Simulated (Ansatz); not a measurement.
**Mg2C (model cell, started as antifluorite): relaxing the cell for a phonon run**

Wanted: the relaxed cell of Mg2C (model cell, started as antifluorite).

Calculated with Ansatz 0.2.0; DFT LDA, scalar-relativistic, plane waves, PAW.

Most raw output is cut from this account.

The structure was built from a prototype and need not be the compound's stable phase.

### Step 1. The structure

Symmetry: Fm-3m, No. 225, cubic system. Conventional cell: a = 4.922 Å, b = 4.922 Å, c = 4.922 Å, α = 90.00°, β = 90.00°, γ = 90.00°. Nearest to C lie 8 Mg at 2.13 Å. Nearest to Mg lie 4 C at 2.13 Å. Farther neighbours are not listed.

### Step 2. Probe on a coarse mesh

First a cheap look: the gap decides the mesh and the occupations, the pressure tells how far the cell has to move.

input.yaml reads:

```yaml
crystal:
  lattice:
    - [0.0, 2.4609, 2.4609]
    - [2.4609, 0.0, 2.4609]
    - [2.4609, 2.4609, 0.0]
  atoms:
    - { symbol: C, position: [0.0, 0.0, 0.0] }
    - { symbol: Mg, position: [0.25, 0.25, 0.25] }
    - { symbol: Mg, position: [0.75, 0.75, 0.75] }
kpoints:
  mp_grid: { grid: [6, 6, 6] }
hamiltonian:
  xc: lda
scf:
  occupations: { method: gaussian, width: 0.1 }
output:
  forces: true
  stress: true
  eigenvalues: true
```

On the command line:

```bash
$ ansatz run input.yaml --threads 4 --pin off --max-ram 7168MiB --backend cpu --events-out ev --progress --plain --runs-dir out
```

The job ended after 0.26 s (4 threads of Arm Neoverse V2, shared host; peak memory 0.24 GiB).

A gap read on the k-mesh alone can miss the band edges.

This step gave:

```
pressure           : 43.03 GPa
volume per atom    : 9.936 Å³
gap on the k-mesh  : 0.7353 eV
direct gap on mesh : 2.326 eV
```

The coarse mesh shows a gap of 0.74 eV and a pressure of 43.0 GPa.

### Step 3. Coarse relaxation

A rough relaxation comes first, because large forces or stress need no tight tolerances yet.

input.yaml: that of step 2 with these lines changed.

```diff
@@ -10,3 +10,3 @@
 kpoints:
-  mp_grid: { grid: [6, 6, 6] }
+  mp_grid: { grid: [8, 8, 8] }
 hamiltonian:
@@ -19 +19,6 @@
   eigenvalues: true
+relax:
+  adjacent_minimum: "off"
+  f_tol: 0.05
+  max_steps: 80
+  cell: { stress_tol: 0.5 }
```

It took 2.4 s on 4 threads; peak memory 0.28 GiB.

Relaxation path:

```csv
step,energy less that of the first step (eV),largest force component (eV/Å),pressure (GPa),volume (Å³)
1,0.0000,0.0000,43.03,29.81
2,-0.6054,0.0000,21.35,32.91
3,-0.8896,0.0000,4.60,36.67
4,-0.9078,0.0000,0.75,37.85
5,-0.9081,0.0000,0.01,38.10
6*,-0.9386,0.0000,0.92,38.10
7,-0.9392,0.0000,0.07,38.41
8*,-0.9396,0.0000,0.07,38.41
```

Relaxation steps marked * repeat the geometry before them on a plane-wave basis chosen anew for their cell, so energy and pressure can jump there.

The run keeps the 48 symmetry operations that it works with, so distortions that break them were not tested.

```csv
"conventional cell, symmetrised",before,after,change
a (Å),4.922,5.356,+8.8 %
b (Å),4.922,5.356,+8.8 %
c (Å),4.922,5.356,+8.8 %
volume (Å³/atom),9.94,12.80,+28.9 %
```

The relaxed structure:

```
C Mg
1.0
     0.00000    2.67801    2.67801
     2.67801    0.00000    2.67801
     2.67801    2.67801    0.00000
C Mg
1 2
Direct
  0.00000 0.00000 0.00000
  0.25000 0.25000 0.25000
  0.75000 0.75000 0.75000
```

This step gave:

```yaml
pressure: 0.06885 GPa
volume_per_atom: 12.80 Å³
gap_on_the_k_mesh: 0.7658 eV
direct_gap_on_mesh: 1.806 eV
```

In this step the volume went from 9.94 to 12.80 Å³/atom.

### Step 4. Bringing the structure to rest

The cell and atoms are relaxed, since residual forces and stress would shift the frequencies.

input.yaml, the sections that differ from step 3:

```yaml
crystal:
  lattice:
    - [0.0, 2.6780102526, 2.6780102526]
    - [2.6780102526, 0.0, 2.6780102526]
    - [2.6780102526, 2.6780102526, 0.0]
  atoms:
    - { symbol: C, position: [0.0, 0.0, 0.0] }
    - { symbol: Mg, position: [0.25, 0.25, 0.25] }
    - { symbol: Mg, position: [0.75, 0.75, 0.75] }
scf:
  occupations: { method: gaussian, width: 0.02 }
relax:
  adjacent_minimum: "off"
  f_tol: 0.005
  max_steps: 80
  cell: { stress_tol: 0.05 }
# kpoints, hamiltonian, output: as in step 3
```

The job ended after 1.1 s (4 threads; peak memory 0.29 GiB).

Little changed from the start: no atom moved by 0.005 Å and no cell edge by 0.1 %.

This step gave:

| Item | Value |
| --- | --- |
| pressure | 0.02655 GPa |
| volume per atom | 12.81 Å³ |
| direct gap on mesh | 1.804 eV |

In this step the volume went from 12.80 to 12.81 Å³/atom.

### Step 5. Relaxing to small forces for the phonons

Phonons need a cell at rest on their own settings, so the relaxation is repeated with tight tolerances on forces and stress, using the mesh and the filling of the phonon run that follows.

input.yaml, the sections that differ from step 4:

```yaml
crystal:
  lattice:
    - [0.0, 2.6783779979, 2.6783779979]
    - [2.6783779979, 0.0, 2.6783779979]
    - [2.6783779979, 2.6783779979, 0.0]
  atoms:
    - { symbol: C, position: [0.0, 0.0, 0.0] }
    - { symbol: Mg, position: [0.25, 0.25, 0.25] }
    - { symbol: Mg, position: [0.75, 0.75, 0.75] }
scf:
  occupations: { method: fixed }
relax:
  adjacent_minimum: "off"
  f_tol: 0.001
  max_steps: 60
  cell: { stress_tol: 0.01 }
# kpoints, hamiltonian, output: as in step 4
```

It took 1.2 s on 4 threads; peak memory 0.28 GiB.

Little changed from the start: no atom moved by 0.005 Å and no cell edge by 0.1 %.

Numbers from this step:

```
pressure           : 2.48e-4 GPa
direct gap on mesh : 1.802 eV
```

The forces vanish by symmetry and the pressure is 0.000 GPa, within the tolerances set. The cell now holds 12.81 Å³/atom.

### Step 6. Outcome

| Item | Value |
| --- | --- |
| space group after relaxation (within 0.01 Å) | Fm-3m |
| lattice constant a | 5.357 Å |
| lattice constant b | 5.357 Å |
| lattice constant c | 5.357 Å |
| volume per atom | 12.8 Å³ |
| gap on the k-mesh | 0.766 eV |

**Reading.** The forces vanish by symmetry and the pressure is 0.000 GPa, within the tolerances set. The cell now holds 12.81 Å³/atom. The relaxation keeps the symmetry of its start, so it says nothing on stability against lower symmetry. The starting cell was built on a prototype and not taken from a measurement, so the phase need not exist.

[Logs are printed without paths, hosts, clocks, repeated set-up lines and the standing remarks that a program may print on its own settings, such as how far it seeks lower states.]

[Hosts, paths, dates, database ids (printed as entryN), source tags and the programs' standing remarks are cut or masked in the printed files.]
